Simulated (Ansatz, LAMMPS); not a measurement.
# Squeezing and shearing glassy 85GeO2-15Li2O (mol %) (78 atoms): runs compared

Aim: relax glassy 85GeO2-15Li2O (mol %) (78 atoms), then change its volume and shape to read moduli from the stress.

Computed with Ansatz 0.2.0: Kohn-Sham DFT, PBE, PAW (set soft_2), plane waves.

**1. The cell as built**

The cell holds 78 atoms: 22 Ge, 8 Li and 48 O. Cell: a = 10.378 Å, b = 10.378 Å, c = 10.378 Å, α = 90.0°, β = 90.0°, γ = 90.0°. 78 atoms (22 Ge, 8 Li, 48 O) placed at random at 3.6 g/cm³, melted at 4000 K for 10 ps at fixed volume with the Morse and Coulomb pair potential with partial charges (Pedone, Malavasi, Menziani, Cormack and Segre, J. Phys. Chem. B 110, 11780 (2006)). Quenched from 4000 K to 300 K at 1000 K/ps and fixed volume, held 10 ps at zero pressure.

What the set-up can't give: The quench rate of 1000 K/ps is many orders above laboratory rates, so the cell is likely richer in defects and strain than a real sample. The network of bonds at the start is that of the classical potential that made the cell, and needn't be the one that DFT or experiment would give. The Brillouin zone is sampled at Γ only.

**2. The reference run**

The reference is a single point at the end of the relaxation.

Every strained cell starts from the geometry of this run, and its atoms are relaxed with the cell held.

Its input, with most atom lines left out:

```yaml
crystal:
  lattice:
    - [9.78185, 0.13633, -0.3568]
    - [0.13633, 10.77141, 0.17968]
    - [-0.3568, 0.17968, 10.16539]
  atoms:
    - { symbol: Ge, position: [0.16862, 0.46227, 0.24952] }
    - { symbol: Ge, position: [0.38116, 0.3937, 0.89147] }
    - { symbol: Ge, position: [0.61044, 0.97675, 0.93984] }
    - { symbol: Ge, position: [0.31876, 0.98258, 0.76005] }
    - { symbol: Ge, position: [0.15221, 0.7369, 0.10298] }
    - { symbol: Ge, position: [0.0579, 0.15866, 0.75195] }
    - { symbol: Ge, position: [0.25141, 0.74716, 0.54664] }
    [... atom lines 8 to 78 left out ...]
kpoints:
  mp_grid: { grid: [1, 1, 1] }
hamiltonian:
  xc: pbe
scf:
  occupations: { method: fixed }
output:
  forces: true
  stress: true
  populations: true
  dos:
    method: { smearing: { sigma: 0.15 } }
    de: 0.1
    projected: { site_lists: { Ge: [Ge], Li: [Li], O: [O] } }
  eigenvalues: true
  write_density: true
  write_potential: true
  volumetric_format: npy
```

| Quantity | Value |
| --- | --- |
| free energy per atom | -1581.6892 eV/atom |
| r.m.s. force component | 0.01352 eV/Å |
| pressure | -0.004312 GPa |

Filled and empty levels are parted by 1.93 eV (at Γ alone); a semilocal functional tends to put such gaps too low. In a disordered cell it changes from sample to sample, and tail or defect levels can set it.

**3. The runs**

Each row is one run, on 4 threads of Intel Xeon Platinum 8488C (Sapphire Rapids), shared host. The free energy is the program's total, comparable only between runs with the same functional, potentials and atoms.

```
                                 run  atoms    outcome  ionic steps, all passes  free energy (eV)     time  host memory (GiB)
           Single point at the start     78  converged                        -       -123360.198    6.5 s                1.5
              Cell and atoms relaxed     78  converged                       31       -123371.755  3.1 min                1.5
Single point at the relaxed geometry     78  converged                        -       -123371.755    9.6 s                1.5
                         Volume -3 %     78  converged                        8       -123371.614     54 s                1.5
                         Volume +3 %     78  converged                        5       -123371.609     38 s                1.6
                         Volume -6 %     78  converged                        9       -123371.149     62 s                1.5
                         Volume +6 %     78  converged                        8       -123371.186     60 s                1.6
                        Volume -10 %     78  converged                       22       -123370.332  2.3 min                1.4
            Stretched by 1 % along x     78  converged                        5       -123371.725     35 s                1.6
           Compressed by 1 % along x     78  converged                        6       -123371.734     41 s                1.6
                Sheared by 2 % in xy     78  converged                        4       -123371.712     32 s                1.5
```

In some runs the program notes that the SCF threshold is loose for the stress.

**4. Pressure against volume**

Atoms are relaxed at each volume, in the scaled cell.

```
volume change (%)  volume (Å³/atom)  energy change (meV/atom)  pressure (GPa)  largest move on relaxing (Å)  bonds  gap (eV)
              -10            12.337                     18.23            4.35                          1.16    125                2.01
               -6            12.885                      7.77            3.19                          0.36    124                2.05
               -3            13.296                      1.80            1.48                          0.28    122                2.01
               +0            13.707                      0.00            0.00                             -    120                1.93
               +3            14.119                      1.87           -1.52                          0.16    120                1.83
               +6            14.530                      7.29           -2.85                          0.55    120                1.68
```

**5. Uniaxial strain and shear**

Stress (GPa, compression positive) less that of the relaxed cell, atoms relaxed:

```
                   strain      xx      yy      zz      xy  energy change (meV/atom)
 stretched by 1 % along x  -0.986  -0.310  -0.391  -0.023                      0.38
compressed by 1 % along x   0.809   0.404   0.295   0.046                      0.27
     sheared by 2 % in xy  -0.105   0.048  -0.105  -0.640                      0.54
```

**6. Findings**

The bulk modulus, from the slope of pressure against ln V over the three points nearest the relaxed volume, is 49.9 GPa; between neighbouring points the slope runs 27, 54, 49, 51 and 46 GPa from the smallest volume up, without a steady fall, so no pressure derivative is given, and the cell yields more easily when compressed beyond -6 %. The count of bonds runs from 120 to 125 over the series, so at some points contacts cross the cutoffs. At -10 % and +6 % some atom moved by over 0.5 Å on relaxing, so those points may sit in another local minimum. The gap goes from 2.01 eV at the smallest volume to 1.68 eV at the largest, -2.0 eV per unit of ln V by a straight line, not monotonically (lowest 1.68, highest 2.05 eV), on the run's k-points. In the Cartesian axes of the cell, finite differences give C11 = 89.8, C12 = 35.7, C13 = 34.3 and C66 = 32.0 GPa (the shear of 2 % is the engineering strain, εxy = 0.01). The mean of C11, C12 and C13, which equals the bulk modulus in a cubic or isotropic solid, is 53.3 GPa: it agrees with the bulk modulus within 10 %. For an isotropic solid C66 would equal (C11 − C12)/2 = 27.0 GPa; so small a sample needn't be isotropic, and C66 rests on one shear. With the bulk modulus and C66 as K and G, Young's modulus would be about 79 GPa and Poisson's ratio 0.24.

Caveats: Strains are finite and relaxations stop at the force tolerance of the input, which can leave moduli too stiff; they are those of a static cell at zero temperature. Volumes are changed with the cell's shape held, so in an anisotropic solid the modulus lies over the one under free hydrostatic load. The program notes that the SCF threshold of the relaxations is loose for the stress.

The DFT runs together took 11 min of wall time.

[Logs are printed without paths, hosts, clocks, repeated set-up lines and the standing remarks that a program may print on its own settings, such as how far it seeks lower states.]

[Hosts, paths, dates, database ids (printed as entryN), source tags and the programs' standing remarks are cut or masked in the printed files.]
